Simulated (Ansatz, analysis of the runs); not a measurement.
# Transmission past a defect: Ta wire along [111], 4 atoms a period, divacancy of Ta and Ta, part 3 of 3

What does the defect do to the conductance?

Ansatz 0.2.0; DFT PBE, plane waves, PAW; relaxation of a wire's period (the session's first sound run).

So far, conductance of the lead as this run defines it (G₀): step 3 (the perfect wire) 3.16.

## 4. Relaxing the junction (continued)

Level of this step: DFT PBE, plane waves, PAW; relaxation of a junction in a wire, ends held (Ansatz).

Relaxation path:

```tsv
step	energy less that of the first step (eV)	largest force component (eV/Å)
1	0.0000	2.2135
2	-1.1308	1.1532
3	-1.3878	0.4615
4	-1.4369	0.3944
5	-1.4704	0.3739
6	-1.5165	0.4868
7	-1.5838	0.3815
8	-1.6387	0.3257
9	-1.7798	0.7571
10	-2.0416	1.1030
11	-2.2728	0.7561
12	-2.3624	0.7387
13	-2.3964	0.3004
14	-2.3428	0.3154
15	-2.4122	0.1276
16	-2.4138	0.0653
17	-2.4136	0.0711
18	-2.4145	0.0072
```

Relaxation steps 14, 17 were tried and not accepted.

The atoms that moved most (Å):

```tsv
atom	dx	dy	dz	length
Ta16	-0.827	-0.725	-0.648	1.276
Ta15	0.197	0.500	0.663	0.853
Ta17	-0.785	-0.301	-0.007	0.840
Ta18	-0.519	-0.260	-0.519	0.779
Ta19	-0.412	-0.236	0.096	0.484
Ta20	-0.184	-0.171	-0.333	0.417
Ta13	0.151	0.006	0.194	0.246
Ta14	0.225	0.027	0.036	0.230
```

This step gave:

* energy at zero smearing: -337626.1849 eV

The largest force component on a free atom ends at 0.007 eV/Å, under the limit of 0.06.  5 atoms of the wire itself, hydrogen apart, moved by over 0.45 Å, up to 1.28 Å.

## 5. Transmission

This step: DFT PBE, plane waves, PAW; transmission of a junction in a wire (Ansatz 0.2.0).

The cell is now read as a scatterer between two semi-infinite leads, named by two sites one period apart. The scattering states in its self-consistent potential are matched to the leads' states at each energy. One point across is taken, as for a wire in vacuum.

File input.yaml:

```yaml
crystal:
  lattice:
    - [9.148, 0.0, 0.0]
    - [0.0, 10.866, 0.0]
    - [0.0, 0.0, 28.4542603918]
  atoms:
    - { symbol: Ta, position: [0.335758967, 0.501822954, 0.9814814814] }
    - { symbol: Ta, position: [0.502171246, 0.638029298, 0.0370370369] }
    - { symbol: Ta, position: [0.497784429, 0.361970702, 0.0370370369] }
    - { symbol: Ta, position: [0.664196708, 0.498177046, 0.0925925924] }
    - { symbol: Ta, position: [0.335758967, 0.501822954, 0.0925925924] }
    - { symbol: Ta, position: [0.502171246, 0.638029298, 0.1481481479] }
    - { symbol: Ta, position: [0.497784429, 0.361970702, 0.1481481479] }
    - { symbol: Ta, position: [0.664196708, 0.498177046, 0.2037037034] }
    - { symbol: Ta, position: [0.335758967, 0.501822954, 0.2037037034] }
    - { symbol: Ta, position: [0.502171246, 0.638029298, 0.2592592592] }
    - { symbol: Ta, position: [0.497784429, 0.361970702, 0.2592592592] }
    - { symbol: Ta, position: [0.664196708, 0.498177046, 0.3148148147] }
    - { symbol: Ta, position: [0.3522989757, 0.5023317756, 0.3216198188] }
    - { symbol: Ta, position: [0.5267741145, 0.6405399814, 0.3716199988] }
    - { symbol: Ta, position: [0.5193505801, 0.4080093339, 0.3936615425] }
    - { symbol: Ta, position: [0.4117967827, 0.571280291, 0.4587094652] }
    - { symbol: Ta, position: [0.4120251838, 0.3342244152, 0.4812541524] }
    - { symbol: Ta, position: [0.6074729157, 0.4742182953, 0.5187869723] }
    - { symbol: Ta, position: [0.2907166646, 0.4801270629, 0.540397739] }
    - { symbol: Ta, position: [0.482035671, 0.6222644652, 0.5808927404] }
    - { symbol: Ta, position: [0.4804829458, 0.3523859239, 0.5901606036] }
    - { symbol: Ta, position: [0.650451143, 0.497325103, 0.6418793674] }
    - { symbol: Ta, position: [0.335758967, 0.501822954, 0.6481481484] }
    - { symbol: Ta, position: [0.502171246, 0.638029298, 0.7037037039] }
    - { symbol: Ta, position: [0.497784429, 0.361970702, 0.7037037039] }
    - { symbol: Ta, position: [0.664196708, 0.498177046, 0.7592592594] }
    - { symbol: Ta, position: [0.335758967, 0.501822954, 0.7592592594] }
    - { symbol: Ta, position: [0.502171246, 0.638029298, 0.8148148149] }
    - { symbol: Ta, position: [0.497784429, 0.361970702, 0.8148148149] }
    - { symbol: Ta, position: [0.664196708, 0.498177046, 0.8703703704] }
    - { symbol: Ta, position: [0.335758967, 0.501822954, 0.8703703704] }
    - { symbol: Ta, position: [0.502171246, 0.638029298, 0.9259259259] }
    - { symbol: Ta, position: [0.497784429, 0.361970702, 0.9259259259] }
    - { symbol: Ta, position: [0.664196708, 0.498177046, 0.9814814814] }
kpoints:
  mp_grid: { grid: [1, 1, 3] }
scf:
  occupations: { method: fermi_dirac, width: 0.05 }
hamiltonian:
  xc: pbe
output:
  transmission:
    e_range: [-1.26, 1.26]
    de: 0.035
    kmesh: [1, 1]
    reduced_basis: true
    leads: [[30, 0]]
  dos: { projected: true, e_range: [-4, 3] }
  write_potential: true
  write_density: true
  volumetric_format: npy
  elf: true
basis:
  ecutwfc: "350 eV"
```

Launch:

```
$ ansatz run input.yaml --threads 4 --pin off --max-ram 16384MiB --backend cpu --events-out ev --progress --plain --runs-dir out
```

Numbers of over 12 decimals in the logs are rounded to 6 here.

Log:

```text
[...]
Crystal: 34 atoms, lattice volume = 2828.415 Å³
Basis set: ecut = 350 eV, 42057 PW (Γ)
Bands: 266, of which v1, the nominal top of the filled ones, is band 221 counted from 1 (220 counted from 0)
Symmetry: 1 space group operations
[...]
k-points: 2 of 3 (time reversal used)
[...]
SCF iter   1: F=—  HF=-337626.508906 eV  |F-HF|=—  |Δ(HF+E_count)|=         —  Δρ=5.77e-3  dr2=7.91e0  ethr=1.77e-3  ⟨swp⟩=13.0  Hψ=2687  notcnv=0
[...]
SCF iter  11: F=-337626.336865 eV  HF=-337626.336865 eV  |F-HF|=1.56e-8  |Δ(HF+E_count)|=   9.00e-8  Δρ=8.16e-7  dr2=7.05e-8  ethr=2.26e-11  ⟨swp⟩=14.0  Hψ=1633  notcnv=0
SCF 1 converged in 11 iterations: F = -337626.336865 eV  dr2 = 7.05e-8
[...]
transmission: 33 of 198 steps passed
transmission: 66 of 198 steps passed
[...]
transmission: 198 of 198 steps passed
WARN: The output density's exchange-correlation potential varies sharply where the density is thin. Do not read a vacuum level from v_tot or v_xc, or from such a field of the output density. On a cell that repeats whose density bears no net charge and no dipole along the vacuum's axis use v_es (v_loc + v_h of the components); under efield.dipole_correction with no amplitude use v_es + v_field, which holds any externa [...]
SCF converged after 11 iterations
Free energy (F): -337626.336865 eV
[...]
Internal energy: -337625.990057 eV  (E = F + TS)
E sigma→0 (E₀):  -337626.163461 eV
Entropy (-TS):   -0.346808 eV (-10.200 meV/atom)
Fermi energy:    1.613028 eV
[...]
--- Band table (eV) ---
  k-point 0: bands = [... 217 lower, 1.4537, 1.4882, 1.5656, 1.5772, 1.6514, 1.6859, 1.7070, 1.7317, ... 41 higher]
  k-point 1: bands = [... 217 lower, 1.3956, 1.4560, 1.5545, 1.5905, 1.6704, 1.6814, 1.7150, 1.7418, ... 41 higher]
--- Transmission ---
  basis      : 723 plane waves across, 33 finite elements along
  points     : 1, standing for a mesh of 1 x 1
[...]
crystal 0  : Ta4, at the sites [30, 0], period 3.1616 Å, over 17.39 Å; its Hamiltonian steps by up to 20.5 meV
[...]
filled         : 10.1 meV under the level at which it is neutral
    channels       : 3.000000e0 a spin
[...]
junction   : crystal 0 to crystal 0, -0.43 to 24.86 Å
    transmission   : 8.613740e-1 a spin
    error estimate : 3.250684e-4 a spin from the reduction of the transverse basis, at the most 3.907813e-2 at 1.050000 eV
    conductance    : 7.1517e13 S/m² at 300 K (6.0015e13 on every other energy)
    error estimate : 16.1 % from the energy spacing and 0.4 % from band edges of the leads and from resonances (wavevectors taken as independent; lower de), 0.1 % from the reduction of the transverse basis, 33.6 % from the steps of its leads' Hamiltonians or their offsets (lay more layers), 1.3 % from the distance to neutral
    resistance     : 1.0018e-2 Ω µm² beyond half of each lead's own
```

Run time: 6.2 min. Hardware: 4 threads of Arm Neoverse V1, shared host; peak memory 4.4 GiB; 20 min of CPU time.

Numbers from this step:

* energy at zero smearing: -337626.1635 eV
* transmission at the energy nearest the Fermi level, one spin: 0.8614
* step of the lead's Hamiltonian: 20.5 meV
* conductance of the junction: 0.9175 G₀

The transmission, one spin by energy, zero at the Fermi level:

```tsv
energy (eV)	transmission, one spin
-1.26	1.97
-1.19	2.03
-1.16	2.01
-1.01	1.80
-0.91	1.56
-0.77	0.624
-0.67	0.956
-0.53	1.02
-0.42	1.12
-0.32	1.22
-0.17	1.16
-0.07	1.10
0.00	0.861
0.07	1.17
0.17	1.21
0.32	1.45
0.35	2.01
0.42	1.51
0.53	1.55
0.67	1.81
0.70	1.82
0.77	1.46
0.88	2.24
0.91	2.11
1.01	1.79
1.16	2.02
1.26	2.29
```

The open channels of the lead, one spin by energy, zero at the Fermi level:

energy (eV), open channels of the lead, one spin and a bar from the least value:
```
   -1.190       7.00 ##############################
   -1.085       6.00 ########################
   -1.015       5.00 ##################
   -0.910       4.00 ############
   -0.805       4.00 ############
   -0.700       4.00 ############
   -0.595       3.00 ######
   -0.490       4.00 ############
   -0.385       5.00 ##################
   -0.315       3.00 ######
   -0.210       2.00 
   -0.105       3.00 ######
    0.000       3.00 ######
    0.105       3.00 ######
    0.210       5.00 ##################
    0.315       5.00 ##################
    0.385       5.00 ##################
    0.490       5.00 ##################
    0.595       5.00 ##################
    0.700       6.00 ########################
    0.805       4.00 ############
    0.910       7.00 ##############################
    1.015       7.00 ##############################
    1.085       7.00 ##############################
    1.190       6.00 ########################
```

Projected DOS an atom over height of the atomic layer and energy from the Fermi level.  broadened by a Gaussian of 0.15 eV, since few k-points sample the long cell.

Ten even steps from '_' (0.48 states/eV) to '@' (2.25 states/eV), each cell a mean:
```
----====**++++**++======++==----------==
**##******++**##++++====******##++##++%%
********++++##%%##**--++**##%%**##**##**
========--==++####**::++==**++==++--++--
------::--==++**####::++--==----::--::--
--::--::--==**==****--++====++------==--
::::--::::::==....--..--..::::::::::::::
::::........::..__::__..______....::::::
::......::::::==--::::::..__..::::......
......::====++****++##==++..::::......::
======************##%%==****++++========
@@@@@@@@%%##%%****####==**%%%%%%@@%%@@%%
@@@@@@##****##**####******##%%%%@@@@@@@@
----==----==++******==++============----
......::::--::------==----::::::........
++++++**++==::::--::--==++++++++++++++++
====----------------::++==========------
::::....::--==--==------::....::::::::::
........::::::::::::::::::..............
....::::::::..__....::::::::::....::....
::::::::::..__________..::--::::::::::::
..::::::..____________..::::::....______
```
Columns: height of the atomic layer (Å) from 1.05 to 27.9 (not evenly spaced); rows upwards: energy from the Fermi level (eV) from -3.98 to 1.47.

Valence density in the ca plane at fractional y = 0.497, with atoms of Ta within 0.2 Å of it. It is the smooth field of the valence electrons, not physical close to the nuclei.

Ten even steps from '0' (0.0 e/Å³) to '9' (4.3 e/Å³), each cell a mean:
```
00000000000000000000000000000000000000000000
00000000000000000000000000000000000000000000
00000000000000000000000000000000000000000000
00000000000000000000000000000000000000000000
00000000000000000000000000000000000000000000
00000000000000011100000012200000122100000122
00000011000000257510000268730000488510001588
00000355200000499940000499951001699830003899
00002799510001599940001399941001699820002799
00002799610000268620000146420001256310001365
00001477310000112110000011100000111100000111
00001121100000000000000000000000000000000000
11111000000000000000000000000000000000000000
13321000000000113310000123210000123210001232
12321012221000158851000279731001489620002698
01110126873000289971001499951001699830003899
00000149995100279961000389940001599720002799
00000038994000025520000135410000245310000355
00000014541000000000000000000000000000000000
00000000100000000000000000000000000000000000
00000000000000000000000000000000000000000000
00000000000000000000000000000000000000000000
00000000000000000000000000000000000000000000
00000000000000000000000000000000000000000000
```
Columns run along c (16.0 Å, from fractional 0.44 to 1.00 of the cell), rows up along a (9.1 Å). Atoms in or near the plane, at fractional coordinates: Ta at (0.98, 0.34), Ta at (0.54, 0.29), Ta at (0.64, 0.65), Ta at (0.65, 0.34), Ta at (0.76, 0.66), Ta at (0.76, 0.34), Ta at (0.87, 0.66), Ta at (0.87, 0.34), Ta at (0.98, 0.66).

Electrostatic potential energy in the ca plane at fractional y = 0.497, with atoms of Ta within 0.2 Å of it. With pseudopotentials it is smooth inside the atoms' cores, unlike the true potential.

Values in eV, 13 rows by 16 columns, each cell a mean:
```
  5   5   4   4   5   4   4   5   5   4   5   5   4   5   5   4
  5   4   4   4   4   3   3   4   3   3   4   4   3   4   4   3
  5   3   1   3   3  -3  -2   3  -2  -7   1   0  -7   1   1  -7
  5  -2 -13  -1   1 -28 -26   1 -19 -43  -5 -13 -46  -9  -8 -46
  5 -12 -52 -12   0 -48 -46   0 -27 -58  -7 -18 -61 -12 -12 -61
  3 -11 -49 -11   1 -19 -18   1  -7 -18  -1  -4 -19  -2  -2 -19
 -7  -5  -8  -1   0  -1  -2   0   0  -1   1   0  -1   1   1  -1
-19 -10  -4  -6   0 -17 -27  -1 -12 -30  -2  -8 -32  -5  -5 -32
 -7  -4 -30 -40  -2 -37 -55  -4 -28 -60  -8 -20 -64 -13 -12 -64
  3   2 -33 -45  -3 -17 -28  -1 -13 -30  -3  -9 -32  -5  -5 -32
  5   4  -8 -12   1   0  -2   3   1  -2   2   1  -2   2   2  -3
  5   5   2   1   4   4   4   4   4   3   4   4   3   4   4   3
  5   5   4   4   4   5   5   5   5   4   5   5   4   5   5   4
```
Columns run along c (16.0 Å, from fractional 0.44 to 1.00 of the cell; values clipped at the 3rd and 97th percentile), rows up along a (9.1 Å). Atoms in or near the plane, at fractional coordinates: Ta at (0.98, 0.34), Ta at (0.54, 0.29), Ta at (0.64, 0.65), Ta at (0.65, 0.34), Ta at (0.76, 0.66), Ta at (0.76, 0.34), Ta at (0.87, 0.66), Ta at (0.87, 0.34), Ta at (0.98, 0.66).

ELF in the ca plane at fractional y = 0.497, with atoms of Ta within 0.2 Å of it. It is the smooth field of the valence electrons, not physical close to the nuclei.

Ten even steps from '0' (0.00) to '9' (0.72), each cell a mean:
```
00000000000000000000000000000000000000000000
00000000000000000011111100011111100111211100
00000000000000000112221100012332100112321100
00000000011111000112332100012432100013431100
10000000122321000112432111112432111113431111
11110001123421134312431256522331366422422466
22211244223431599942432598962332898942424999
34313799623532884872442782783433953862425835
45425978833752773772663685873553875853635856
56535967834763588844775478744774578635753688
56654799646776444346666432346666433356665333
43455443356556754577556754576557655676567655
34445544576556753456666643466566533466566433
46644664456666445544676345435775355446764455
35644534544575488873574588863663788844744888
23445458885363583494453772773443853863535834
22466378477242497793332695872333976952425967
23576279688232269962232489842332589732423798
23675248985233223311342123212431123212421233
13554212321244311111342100012432100013431000
12343210001244321112332100012332100113331100
01222110001234321111222110011221100112221100
00111100001122211111111000001111000001110000
00000000000000000000000000000000000000000000
```
Columns run along c (16.0 Å, from fractional 0.44 to 1.00 of the cell), rows up along a (9.1 Å). Atoms in or near the plane, at fractional coordinates: Ta at (0.98, 0.34), Ta at (0.54, 0.29), Ta at (0.64, 0.65), Ta at (0.65, 0.34), Ta at (0.76, 0.66), Ta at (0.76, 0.34), Ta at (0.87, 0.66), Ta at (0.87, 0.34), Ta at (0.98, 0.66).

By hand: the program gives 7.1517 × 10^13 S/m² over the cell's cross-section of 99.40 Å² = 9.940 × 10^-19 m², so one cell conducts 7.109 × 10^-5 S. Divided by G0 = 2e²/h = 7.748 × 10^-5 S this is 0.918 G0, a resistance of 14.1 kΩ.

The conductance is 0.918 G₀, with 3 channels a spin open in the lead. The lead's Hamiltonian steps by 20.5 meV, which the program lets pass, though it counts in the error estimate. The largest term of the program's error estimate is 34 %.

## 6. Conductance and thermopower from T(E)

This step: Landauer integrals over the computed T(E), interpolated linearly between its energies (analysis of the runs above).

Conductance and thermopower are moments of T(E) over the thermal window; sliding the window along E stands for a gate that leaves T(E) rigid.

Numbers from this step:

```yaml
conductance_at_300_k_interpolated_from_t_e: 0.9132 G₀
thermopower_at_300_k: 9.150 μV/K
lorenz_number_over_l0: 1.136
```

T(E) held rigid; rough near sharp steps of T(E). The conductance at 300 K by shift of the leads' level:

```tsv
shift of the leads' level (eV)	conductance at 300 K (G₀)
-0.900	1.45
-0.800	0.891
-0.750	0.780
-0.650	0.944
-0.550	1.01
-0.450	1.05
-0.400	1.10
-0.300	1.19
-0.200	1.17
-0.150	1.15
-0.050	1.02
0.050	0.930
0.150	1.12
0.200	1.25
0.300	1.50
0.400	1.59
0.450	1.54
0.550	1.59
0.650	1.73
0.750	1.52
0.800	1.49
0.900	1.96
```

T(E) held rigid; rough near sharp steps of T(E). Table of thermopower at 300 K by shift of the leads' level:

shift of the leads' level (eV), thermopower at 300 K (μV/K) and a bar from the least value:
```
   -0.900       17.9 #####################
   -0.850       35.3 ##############################
   -0.800       35.6 ##############################
   -0.700      -14.4 ####
   -0.650       -9.9 ######
   -0.600       -4.7 #########
   -0.550       -3.0 ##########
   -0.450       -5.3 #########
   -0.400       -6.1 ########
   -0.350       -6.5 ########
   -0.300       -2.3 ##########
   -0.200        2.7 #############
   -0.150        4.0 ##############
   -0.100        7.8 ################
   -0.050       13.9 ###################
    0.050      -11.7 ######
    0.100      -12.3 #####
    0.150      -15.0 ####
    0.200      -14.0 ####
    0.300      -14.4 ####
    0.350       -3.9 ##########
    0.400        5.7 ###############
    0.450        1.5 ############
    0.550       -5.0 #########
    0.600       -6.2 ########
    0.650       -1.1 ###########
    0.700        9.5 #################
    0.800       -7.7 ########
    0.850      -22.5 
    0.900       -7.4 ########
```

The two levels move by half the bias each and T(E) is held rigid. The current from the zero-bias T(E) by bias:

```tsv
bias (V)	current from the zero-bias T(E) (μA)
0.000	0
0.100	7.25
0.200	15.2
0.300	23.7
0.400	32.8
0.500	42.4
0.600	52.6
0.700	63.3
0.800	73.9
0.900	84.1
1.000	94.1
1.100	104
1.200	114
1.300	125
1.400	135
1.500	144
1.600	153
1.700	163
1.800	175
1.900	189
```

By hand, Mott's formula: S = −(π²k²T/3e) d ln T/dE, and π²k²T/3e = 7.33 μV/K × eV at 300 K. The computed T is 1.10 at -0.070 eV and 1.17 at +0.070 eV, so d ln T/dE ≈ 0.452 per eV and S ≈ -3.31 μV/K, against 9.15 from the integrals. The signs differ: ln T is not straight over the thermal window, so the sign is not firm.

The thermopower is 9.15 μV/K. The Lorenz ratio is 1.14, where the Wiedemann-Franz law gives 1. Moving the level by up to 0.1 eV either way gives -12 to 14 μV/K.

## 7. What came out

```yaml
conductance_of_the_perfect_wire: 3.16 G₀
conductance_divacancy_of_ta_and_ta: 0.918 G₀
thermopower_divacancy_of_ta_and_ta: 9.15 μV/K
```

**Reading.** Summed over the computed window, 30 % of the lead's open channels pass the defect; the conductance at 300 K is 0.918 G₀. With divacancy of Ta and Ta, 28 % of the conductance of that run's own lead (3.24 G₀) is left. Transport is coherent and elastic here: the atoms are frozen, so scattering by vibrations plays no part. With divacancy of Ta and Ta several atoms of the wire itself moved far in the relaxation, so the changed stretch between the held leads may scatter as well as the defect. The free region is short: held atoms still bear up to 0.8 eV/Å after a relaxation. Spin-orbit coupling is left out, which matters for the bands of heavy atoms. One term of the program's error estimate for a conductance, of a junction or of the perfect wire, reaches 34 % in this session. A junction with open d shells ran without spin, and none was tried there; atoms at the junction may want a moment. A cutoff under the files' recommended one was taken to save time; its effect on T(E) was not tested here.

[Logs are printed without paths, hosts, clocks, repeated set-up lines and the standing remarks that a program may print on its own settings, such as how far it seeks lower states.]

[Hosts, paths, dates, database ids (printed as entryN), source tags and the programs' standing remarks are cut or masked in the printed files.]
